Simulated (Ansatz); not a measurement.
# Lattice dynamics of Li2Te2Pt (built on the sites of a database entry of Rb2Te2Pt)

Aim: the vibrations of Li2Te2Pt (built on the sites of a database entry of Rb2Te2Pt), their spectra, and whether the structure is stable.

Method: DFT PBEsol, scalar-relativistic, plane waves, PAW, in Ansatz 0.2.0.

The structure was built from a prototype and need not be the compound's stable phase.

## (1) Set-up

The structure is orthorhombic, space group Immm (No. 71). The conventional cell has a = 3.174 Å, b = 6.475 Å, c = 8.486 Å, α = 90.00°, β = 90.00°, γ = 90.00°. Nearest to Li lie 6 Te at 2.88 to 2.99 Å and 2 Pt at 2.99 Å and 2 Li at 3.17 Å. Nearest to Te lie 2 Pt at 2.10 Å and 3 Te at 2.75 to 3.17 Å and 6 Li at 2.88 to 2.99 Å. Pt has 4 Te at 2.10 Å nearest. Farther neighbours and most contacts between anions are not listed.

## (2) Rough relaxation

A rough relaxation comes first, because large forces or stress need no tight tolerances yet.

input.yaml reads:

```yaml
crystal:
  lattice:
    - [-1.58697, 3.23758, 4.24305]
    - [1.58697, -3.23758, 4.24305]
    - [1.58697, 3.23758, -4.24305]
  atoms:
    - { symbol: Li, position: [0.70150464, 0.20150464, 0.5] }
    - { symbol: Li, position: [0.29849536, 0.79849536, 0.5] }
    - { symbol: Te, position: [0.21235375, 0.5, 0.71235375] }
    - { symbol: Te, position: [0.78764625, 0.5, 0.28764625] }
    - { symbol: Pt, position: [0.0, 0.0, 0.0] }
kpoints:
  mp_grid: { grid: [8, 8, 8] }
hamiltonian:
  xc: pbesol
scf:
  occupations: { method: gaussian, width: 0.1 }
output:
  forces: true
  stress: true
  eigenvalues: true
relax:
  adjacent_minimum: "off"
  f_tol: 0.05
  max_steps: 80
  cell: { stress_tol: 0.5 }
```

Launch:

```console
$ ansatz run input.yaml --threads 8 --pin off --max-ram 14336MiB --backend cpu --events-out ev --progress --plain --runs-dir out
```

Numbers of over 12 decimals in the logs are rounded to 6 here.

The log of the run:

```text
The last accepted step is kept in <dir> (removed where the run ends without a failure and the disk answers)
Engine: ansatz 0.2.0, aarch64-unknown-linux-gnu
Pseudopotentials: kind: paw
Pseudopotential: Li, paw, valence charge 3, recommended cutoff 420 eV (normal), Li.paw.azcp
Pseudopotential: Te, paw, valence charge 16, recommended cutoff 420 eV (normal), Te.paw.azcp
[...]
cell:  # Å, volume = 116.5707 Å³
    - [-1.897496, 3.655169, 4.201857]
    - [1.897496, -3.655169, 4.201857]
    - [1.897496, 3.655169, -4.201857]
  atoms:
    - { symbol: Li, position: [0.734893, 0.234893, 0.500000] }
    - { symbol: Li, position: [0.265107, 0.765107, 0.500000] }
    - { symbol: Te, position: [0.248663, 0.500000, 0.748663] }
    - { symbol: Te, position: [0.751337, 0.500000, 0.251337] }
    - { symbol: Pt, position: [-1.4042742383556939e-18, -6.541420821255661e-19, -7.501321562301243e-19] }
[key lines of the parts left out:]
SCF converged after 4 iterations
Free energy (F): -26595.838847 eV
Fermi energy:    8.305554 eV
P = ⅓ Tr σ = 0.0089 GPa (0.089 kbar)
```

Run time: 21 s. Hardware: 8 threads of Arm Neoverse V2, shared host; peak memory 0.74 GiB.

The steps of the relaxation:

| step | energy less that of the first step (eV) | largest force component (eV/Å) | pressure (GPa) | volume (Å³) |
| --- | --- | --- | --- | --- |
| 1 | 0.0000 | 23.4734 | 97.38 | 87.20 |
| 2 | -9.6022 | 7.7031 | 38.59 | 93.50 |
| 3 | -11.8733 | 3.5645 | 18.42 | 100.60 |
| 4 | -12.9295 | 0.9889 | 6.14 | 107.68 |
| 5 | -13.1569 | 0.3286 | 1.59 | 112.48 |
| 6 | -13.1849 | 0.0721 | 0.16 | 113.44 |
| 7 | -13.1855 | 0.0227 | -0.20 | 114.39 |
| 8* | -13.2332 | 0.0130 | 0.57 | 114.39 |
| 9 | -13.2367 | 0.0013 | 0.01 | 116.57 |
| 10* | -13.2371 | 0.0014 | 0.01 | 116.57 |

Relaxation steps marked * repeat the geometry before them on a plane-wave basis chosen anew for their cell, so energy and pressure can jump there.

Forces are held to the 8 operations that the run works with; a distortion that breaks them can't arise in this run.

| cell as run | before | after | change |
| --- | --- | --- | --- |
| a (Å) | 5.568 | 5.884 | +5.7 % |
| b (Å) | 5.568 | 5.884 | +5.7 % |
| c (Å) | 5.568 | 5.884 | +5.7 % |
| α (°) | 146.88 | 142.37 | -3.1 % |
| β (°) | 108.89 | 103.18 | -5.2 % |
| γ (°) | 80.71 | 88.85 | +10.1 % |
| volume (Å³/atom) | 17.44 | 23.31 | +33.7 % |

The atoms that moved most (Å, as changes of fractional coordinates times the final cell):

| atom | dx | dy | dz | length |
| --- | --- | --- | --- | --- |
| Li2 | 0.000 | 0.000 | -0.281 | 0.281 |
| Li1 | 0.000 | 0.000 | 0.281 | 0.281 |
| Te4 | 0.000 | -0.265 | 0.000 | 0.265 |
| Te3 | 0.000 | 0.265 | 0.000 | 0.265 |

The relaxed structure:

```cif
data_structure
_symmetry_space_group_name_H-M 'P 1'
_symmetry_Int_Tables_number 1
_cell_length_a 5.8836
_cell_length_b 5.8836
_cell_length_c 5.8836
_cell_angle_alpha 142.371
_cell_angle_beta 103.185
_cell_angle_gamma 88.850
_cell_volume 116.57
loop_
_atom_site_label
_atom_site_type_symbol
_atom_site_fract_x
_atom_site_fract_y
_atom_site_fract_z
_atom_site_occupancy
Li1 Li 0.73489 0.23489 0.50000 1
Li2 Li 0.26511 0.76511 0.50000 1
Te3 Te 0.24866 0.50000 0.74866 1
Te4 Te 0.75134 0.50000 0.25134 1
Pt5 Pt 0.00000 0.00000 0.00000 1
```

Numbers from this step:

```yaml
pressure: 0.008858 GPa
volume_per_atom: 23.31 Å³
gap_on_the_k_mesh: 0 eV
```

In this step the volume went from 17.44 to 23.31 Å³/atom.

## (3) Relaxation

The cell and atoms are relaxed, since residual forces and stress would shift the frequencies.

input.yaml reads:

```yaml
crystal:
  lattice:
    - [-1.8974957085, 3.6551685655, 4.2018569309]
    - [1.8974957085, -3.6551685655, 4.2018569309]
    - [1.8974957085, 3.6551685655, -4.2018569309]
  atoms:
    - { symbol: Li, position: [0.7348930079, 0.2348930079, 0.5] }
    - { symbol: Li, position: [0.2651069921, 0.7651069921, 0.5] }
    - { symbol: Te, position: [0.2486633458, 0.5, 0.7486633458] }
    - { symbol: Te, position: [0.7513366542, 0.5, 0.2513366542] }
    - { symbol: Pt, position: [0.0, 0.0, 0.0] }
kpoints:
  mp_grid: { grid: [10, 10, 10] }
hamiltonian:
  xc: pbesol
scf:
  occupations: { method: gaussian, width: 0.1 }
output:
  forces: true
  stress: true
  eigenvalues: true
relax:
  adjacent_minimum: "off"
  f_tol: 0.005
  max_steps: 80
  cell: { stress_tol: 0.05 }
```

The log of the run:

```text
[...]
Crystal: 5 atoms, lattice volume = 116.571 Å³
Basis set: ecut = 420 eV, 2269 PW (Γ), exchange–correlation on 80×80×80 points (8 copies of the dense FFT grid, shifted against one another)
Bands: 34, of which v1, the nominal top of the filled ones, is band 28 counted from 1 (27 counted from 0)
Symmetry: 8 space group operations
[...]
k-points: 171 of 1000
[...]
cell:  # Å, volume = 116.7093 Å³
    - [-1.902449, 3.656269, 4.194637]
    - [1.902449, -3.656269, 4.194637]
    - [1.902449, 3.656269, -4.194637]
  atoms:
    - { symbol: Li, position: [0.734985, 0.234985, 0.5] }
    - { symbol: Li, position: [0.265015, 0.765015, 0.500000] }
    - { symbol: Te, position: [0.248047, 0.500000, 0.748047] }
    - { symbol: Te, position: [0.751953, 0.500000, 0.251953] }
    - { symbol: Pt, position: [0, 0, 0] }
[key lines of the parts left out:]
SCF converged after 6 iterations
Free energy (F): -26595.834055 eV
Fermi energy:    8.344751 eV
P = ⅓ Tr σ = -0.0249 GPa (-0.249 kbar)
```

Wall time 17 s (8 threads); peak memory 0.92 GiB.

Step by step:

| step | energy less that of the first step (eV) | largest force component (eV/Å) | pressure (GPa) | volume (Å³) |
| --- | --- | --- | --- | --- |
| 1 | 0.0000 | 0.0160 | 0.03 | 116.57 |
| 2 | 0.0000 | 0.0268 | -0.03 | 116.93 |
| 3 | -0.0003 | 0.0043 | -0.02 | 116.71 |
| 4* | -0.0003 | 0.0043 | -0.02 | 116.71 |

Relaxation steps marked * repeat the geometry before them on a plane-wave basis chosen anew for their cell, so energy and pressure can jump there.

The run keeps the 8 symmetry operations that it works with, so distortions that break them were not tested.

| conventional cell, symmetrised | before | after | change |
| --- | --- | --- | --- |
| a (Å) | 3.795 | 3.805 | +0.3 % |
| b (Å) | 7.310 | 7.313 | +0.0 % |
| c (Å) | 8.404 | 8.389 | -0.2 % |
| volume (Å³/atom) | 23.31 | 23.34 | +0.1 % |

The relaxed structure:

```cif
data_structure
_symmetry_space_group_name_H-M 'P 1'
_symmetry_Int_Tables_number 1
_cell_length_a 5.8807
_cell_length_b 5.8807
_cell_length_c 5.8807
_cell_angle_alpha 142.250
_cell_angle_beta 103.113
_cell_angle_gamma 88.994
_cell_volume 116.71
loop_
_atom_site_label
_atom_site_type_symbol
_atom_site_fract_x
_atom_site_fract_y
_atom_site_fract_z
_atom_site_occupancy
Li1 Li 0.73499 0.23499 0.50000 1
Li2 Li 0.26501 0.76501 0.50000 1
Te3 Te 0.24805 0.50000 0.74805 1
Te4 Te 0.75195 0.50000 0.25195 1
Pt5 Pt 0.00000 0.00000 0.00000 1
```

Numbers from this step:

```
pressure        : -0.02490 GPa
volume per atom : 23.34 Å³
```

In this step the volume went from 23.31 to 23.34 Å³/atom.

## (4) Relaxing to small forces for the phonons

Phonons need a cell at rest on their own settings, so the relaxation is repeated with tight tolerances on forces and stress, using the mesh and the filling of the phonon run that follows.

input.yaml reads:

```yaml
crystal:
  lattice:
    - [-1.9024491464, 3.6562694052, 4.1946368638]
    - [1.9024491464, -3.6562694052, 4.1946368638]
    - [1.9024491464, 3.6562694052, -4.1946368638]
  atoms:
    - { symbol: Li, position: [0.7349851193, 0.2349851193, 0.5] }
    - { symbol: Li, position: [0.2650148807, 0.7650148807, 0.5] }
    - { symbol: Te, position: [0.2480465509, 0.5, 0.7480465509] }
    - { symbol: Te, position: [0.7519534491, 0.5, 0.2519534491] }
    - { symbol: Pt, position: [0.0, 0.0, 0.0] }
kpoints:
  mp_grid: { grid: [12, 12, 12] }
hamiltonian:
  xc: pbesol
scf:
  occupations: { method: methfessel_paxton, width: 0.2 }
output:
  forces: true
  stress: true
  eigenvalues: true
relax:
  adjacent_minimum: "off"
  f_tol: 0.001
  max_steps: 60
  cell: { stress_tol: 0.01 }
```

The log of the run:

```text
[...]
Crystal: 5 atoms, lattice volume = 116.709 Å³
Basis set: ecut = 420 eV, 2289 PW (Γ), exchange–correlation on 80×80×80 points (8 copies of the dense FFT grid, shifted against one another)
Bands: 34, of which v1, the nominal top of the filled ones, is band 28 counted from 1 (27 counted from 0)
[... 1 set-up line as in the run before ...]
[...]
k-points: 280 of 1728
[...]
cell:  # Å, volume = 116.5615 Å³
    - [-1.901652, 3.657806, 4.189318]
    - [1.901652, -3.657806, 4.189318]
    - [1.901652, 3.657806, -4.189318]
  atoms:
    - { symbol: Li, position: [0.734735, 0.234735, 0.5] }
    - { symbol: Li, position: [0.265265, 0.765265, 0.5] }
    - { symbol: Te, position: [0.247988, 0.500000, 0.747988] }
    - { symbol: Te, position: [0.752012, 0.5, 0.252012] }
    - { symbol: Pt, position: [0, 0, 0] }
[key lines of the parts left out:]
SCF converged after 6 iterations
Free energy (F): -26595.834585 eV
Fermi energy:    8.313187 eV
P = ⅓ Tr σ = -0.0056 GPa (-0.056 kbar)
```

The job ended after 40 s (8 threads; peak memory 1.2 GiB).

Step by step:

| step | energy less that of the first step (eV) | largest force component (eV/Å) | pressure (GPa) | volume (Å³) |
| --- | --- | --- | --- | --- |
| 1 | 0.0000 | 0.0043 | -0.04 | 116.71 |
| 2 | 0.0000 | 0.0095 | 0.03 | 116.56 |
| 3 | -0.0001 | 0.0007 | 0.00 | 116.54 |
| 4* | 0.0000 | 0.0007 | 0.00 | 116.54 |
| 5 | 0.0000 | 0.0003 | -0.01 | 116.56 |
| 6* | 0.0000 | 0.0003 | -0.01 | 116.56 |

Relaxation steps marked * repeat the geometry before them on a plane-wave basis chosen anew for their cell, so energy and pressure can jump there.

Forces are held to the 8 operations that the run works with; a distortion that breaks them can't arise in this run.

| conventional cell, symmetrised | before | after | change |
| --- | --- | --- | --- |
| a (Å) | 3.805 | 3.803 | -0.0 % |
| b (Å) | 7.313 | 7.316 | +0.0 % |
| c (Å) | 8.389 | 8.379 | -0.1 % |
| volume (Å³/atom) | 23.34 | 23.31 | -0.1 % |

Final coordinates:

```xyz
5
Lattice="-1.9017 3.6578 4.1893 1.9017 -3.6578 4.1893 1.9017 3.6578 -4.1893" Properties=species:S:1:pos:R:3 pbc="T T T"
Li    0.0000    3.6578    1.9668
Li    1.9017    0.0000    2.2226
Te    1.9017    1.8142    0.0000
Te    0.0000    1.8436    4.1893
Pt    0.0000    0.0000    0.0000
```

This step gave:

* pressure: -0.005582 GPa
* volume per atom: 23.31 Å³

The largest force component left is 0.30 meV/Å and the pressure is -0.006 GPa, within the tolerances set. The cell now holds 23.31 Å³/atom.

## (5) Zone-centre response

The zone centre is the only wavevector solved here; it holds the modes that light can see, as far as symmetry allows. No field response is asked, since the mesh shows no gap.

input.yaml reads:

```yaml
crystal:
  lattice:
    - [-1.9016524247, 3.6578058321, 4.189318083]
    - [1.9016524247, -3.6578058321, 4.189318083]
    - [1.9016524247, 3.6578058321, -4.189318083]
  atoms:
    - { symbol: Li, position: [0.7347347715, 0.2347347715, 0.5] }
    - { symbol: Li, position: [0.2652652285, 0.7652652285, 0.5] }
    - { symbol: Te, position: [0.2479880892, 0.5, 0.7479880892] }
    - { symbol: Te, position: [0.7520119108, 0.5, 0.2520119108] }
    - { symbol: Pt, position: [0.0, 0.0, 0.0] }
kpoints:
  mp_grid: { grid: [12, 12, 12] }
hamiltonian:
  xc: pbesol
scf:
  occupations: { method: methfessel_paxton, width: 0.2 }
output:
  eigenvalues: true
phonons:
  method: dfpt
```

The log of the run:

```text
zone centre: on kpoints.mp_grid the ground state, and the responses unless they are solved on pairs of k-points, stand on 476 of the mesh's 1728 k-points, reduced under 2 symmetry operations, with k and −k counted as one. Each operation leaves every solved displacement unchanged or reverses it
[...]
Crystal: 5 atoms, lattice volume = 116.561 Å³
Basis set: ecut = 420 eV, 2289 PW (Γ), exchange–correlation on 80×80×80 points (8 copies of the dense FFT grid, shifted against one another)
Bands: 34, of which v1, the nominal top of the filled ones, is band 28 counted from 1 (27 counted from 0)
[... 1 set-up line as in the run before ...]
k-points: 476 of 1728 (irreducible under 2 space group operations, time reversal used)
[...]
SCF iter   1: F=—  HF=-26595.837943 eV  |F-HF|=—  |Δ(HF+E_count)|=         —  Δρ=3.21e-3  dr2=9.41e-3  ethr=1.77e-3  ⟨swp⟩=6.5  Hψ=68516  notcnv=0
[...]
SCF iter  12: F=-26595.834585 eV  HF=-26595.834585 eV  |F-HF|=7.28e-12  |Δ(HF+E_count)|=  7.28e-12  S|Δr|=    0.00e0  Δρ=2.66e-8  dr2=1.19e-12  ethr=1.00e-12  ⟨swp⟩=11.0  Hψ=80922  notcnv=0
SCF 1 converged in 12 iterations: F = -26595.834585 eV  dr2 = 1.19e-12
[...]
DFPT response loops at Γ: preconditioner auto → Kerker (q_TF=auto, 2.415 Å⁻¹) (partly filled bands, converged f_vac=0.001); β = 1.00, the filter's whole step (`scf.mixing.beta` (0.50) is not read by the response loops under this deck's `scf.mixing.preconditioner`; to damp them name `kerker` or `kerker_dos`, under which they read `scf.mixing.beta`, and type it under 1.00, their step now; both keys bind the ground state too); Broyden in place of MSR1
SCF converged after 12 iterations
[...]
Free energy (F): -26595.834585 eV
[...]
Internal energy: -26595.837364 eV  (E = F + TS)
E sigma→0 (E₀):  -26595.835280 eV
Entropy (-TS):   0.002779 eV (0.556 meV/atom)
Fermi energy:    8.313188 eV
[...]
--- Band table (eV; the first three rows and the last of 476) ---
  k-point 0: bands = [... 24 lower, 6.1952, 7.4996, 7.6706, 7.7967, 9.3921, 10.8083, 10.8687, 12.5833, ... 2 higher]
  k-point 1: bands = [... 24 lower, 6.5148, 7.2736, 7.4566, 7.7756, 9.4952, 10.2360, 11.2741, 12.6815, ... 2 higher]
  k-point 2: bands = [... 24 lower, 6.7066, 6.9505, 7.3697, 7.5837, 9.3199, 9.7668, 11.8718, 12.1366, ... 2 higher]
  k-point 475: bands = [... 24 lower, 5.9359, 7.2608, 8.1946, 8.6026, 11.1431, 11.2464, 11.6550, 12.1563, ... 2 higher]
--- Phonons (Γ-DFPT): 9 representative perturbations + reference, on 476 of 1728 k-points (Σ response iterations 33) ---
  k mesh reduced under 2 symmetry operations, with k and −k counted as one. Each operation leaves every solved displacement unchanged or reverses it
  ASR residual: 2.105e-5 → 0.000e0 eV/Å²; symmetrization residual: 4.730e-6 eV/Å²
  ASR residual per site (eV/Å²): 2.11e-5 2.11e-5 7.63e-6 7.63e-6 8.19e-6
  Γ frequencies (cm⁻¹): -47.40 -33.22 0.00 0.00 0.00 51.72 77.31 123.65 126.60 148.57 157.34 177.49 185.53 260.69 266.16
  non-analytic LO–TO correction: not included (Born effective charges unavailable; polar crystals: no LO–TO splitting at Γ)
```

Wall time 4.2 min (8 threads); peak memory 5.7 GiB; 31 min of CPU time.

This step gave:

```yaml
sum_rule_residual_before_enforcement: 2.11e-5 eV/Å²
point_group: mmm
highest_optical_mode_at_the_zone_centre_no_lo_to_term: 266.2 cm⁻¹
lowest_optical_zone_centre_mode: -47.4 cm⁻¹
```

Patterns of degenerate modes are one choice out of their space. The modes at Γ (shares of kinetic energy by element, %) (negative means imaginary):

| mode | frequency (cm⁻¹) | symmetry | Li % | Te % | Pt % |
| --- | --- | --- | --- | --- | --- |
| 1 | -47.4 | B3u | 95 | 5 | 0 |
| 2 | -33.2 | B3g | 19 | 81 | 0 |
| 3 | 0.0 | acoustic | 3 | 55 | 42 |
| 4 | 0.0 | acoustic | 3 | 55 | 42 |
| 5 | 0.0 | acoustic | 3 | 55 | 42 |
| 6 | 51.7 | B2g | 100 | 0 | 0 |
| 7 | 77.3 | B1u | 2 | 40 | 58 |
| 8 | 123.7 | B2u | 94 | 0 | 6 |
| 9 | 126.6 | B1g | 0 | 100 | 0 |
| 10 | 148.6 | Ag | 3 | 97 | 0 |
| 11 | 157.3 | B3g | 81 | 19 | 0 |
| 12 | 177.5 | B2u | 3 | 45 | 52 |
| 13 | 185.5 | B3u | 2 | 40 | 58 |
| 14 | 260.7 | B1u | 95 | 5 | 0 |
| 15 | 266.2 | Ag | 97 | 3 | 0 |

Displacements in mode 1 (-47.4 cm⁻¹), the largest set to 1:
```
Li1  1.00  0.00  0.00
Li2  1.00  0.00  0.00
Te3 -0.06  0.00  0.00
Te4 -0.06  0.00  0.00
Pt5  0.00  0.00  0.00
```

Displacements in mode 12 (177.5 cm⁻¹), the largest set to 1:
```
Li1  0.00  0.86  0.00
Li2  0.00  0.86  0.00
Te3  0.00 -0.81  0.00
Te4  0.00 -0.81  0.00
Pt5  0.00  1.00  0.00
```

Before it was imposed, the acoustic sum rule was missed by 2.1e-5 eV/Å². Small misses are needed for a sound result but don't prove that mesh and cutoff are converged. The lowest optical mode is imaginary, 47.4i cm⁻¹, so the energy falls along it.

## (6) Another isotope, element Li, natural mass 6.94 amu

An isotope changes the mass and not the force constants, so no new electronic calculation is needed; the shifts show which modes move this element.

The same force constants with the mass of Li changed from 6.940 to 6.015 u (phonopy, no LO-TO term). Both lists are sorted by frequency; levels can cross, so a row need not hold one and the same mode. Modes under 3 cm⁻¹ are left out. Isotope shifts, by row:

| q | rank | natural mass (cm⁻¹) | changed mass (cm⁻¹) |
| --- | --- | --- | --- |
| 0 0 0 | 1 | -47.4 | -50.72 |
| 0 0 0 | 2 | -33.22 | -33.64 |
| 0 0 0 | 6 | 51.72 | 55.56 |
| 0 0 0 | 7 | 77.31 | 77.39 |
| 0 0 0 | 8 | 123.7 | 126.6 |
| 0 0 0 | 9 | 126.6 | 132.2 |
| 0 0 0 | 10 | 148.6 | 148.9 |
| 0 0 0 | 11 | 157.3 | 166.9 |
| 0 0 0 | 12 | 177.5 | 177.9 |
| 0 0 0 | 13 | 185.5 | 185.9 |
| 0 0 0 | 14 | 260.7 | 279.1 |
| 0 0 0 | 15 | 266.2 | 285.3 |

A mode of this element alone would shift by +7.41 %. The highest zone-centre frequency without the field goes from 266.2 to 285.3 cm⁻¹ (+7.2 %).

## (7) Another isotope, element Te, natural mass 127.6 amu

The same for Te, from 127.60 to 129.91 u.

A mode of this element alone would shift by -0.89 %. The highest zone-centre frequency without the field goes from 266.2 to 266.1 cm⁻¹ (-0.0 %).

## (8) What came out

| Property | Result |
| --- | --- |
| space group after relaxation (within 0.01 Å) | Immm |
| volume per atom | 23.3 Å³ |
| electronic character | no gap on this mesh |
| highest optical mode at the zone centre (no LO-TO term) | 266 cm⁻¹ |
| lowest optical zone-centre mode | -47.4 cm⁻¹ |
| imaginary modes at Γ (the only wavevector solved) | yes |

In words: A zone-centre mode is imaginary (47.4i cm⁻¹), so this structure is not a minimum of the energy. The optical modes at Γ span -47 to 266 cm⁻¹ (negative means imaginary). No dispersion was computed. The highest mode in this list at Γ, 266.2 cm⁻¹, is mostly motion of Li (97 % of the kinetic energy). With no gap, or one that is small against the smearing, the frequencies hang on the k mesh and the smearing, most of all near Kohn anomalies. Spin-orbit coupling is left out, which can matter for the heavy elements here. The starting cell was built on a prototype and not taken from a measurement, so the phase need not exist. These are harmonic frequencies at zero temperature: anharmonic shifts, linewidths and thermal expansion are left out.

[Logs are printed without paths, hosts, clocks, repeated set-up lines and the standing remarks that a program may print on its own settings, such as how far it seeks lower states.]

[Hosts, paths, dates, database ids (printed as entryN), source tags and the programs' standing remarks are cut or masked in the printed files.]
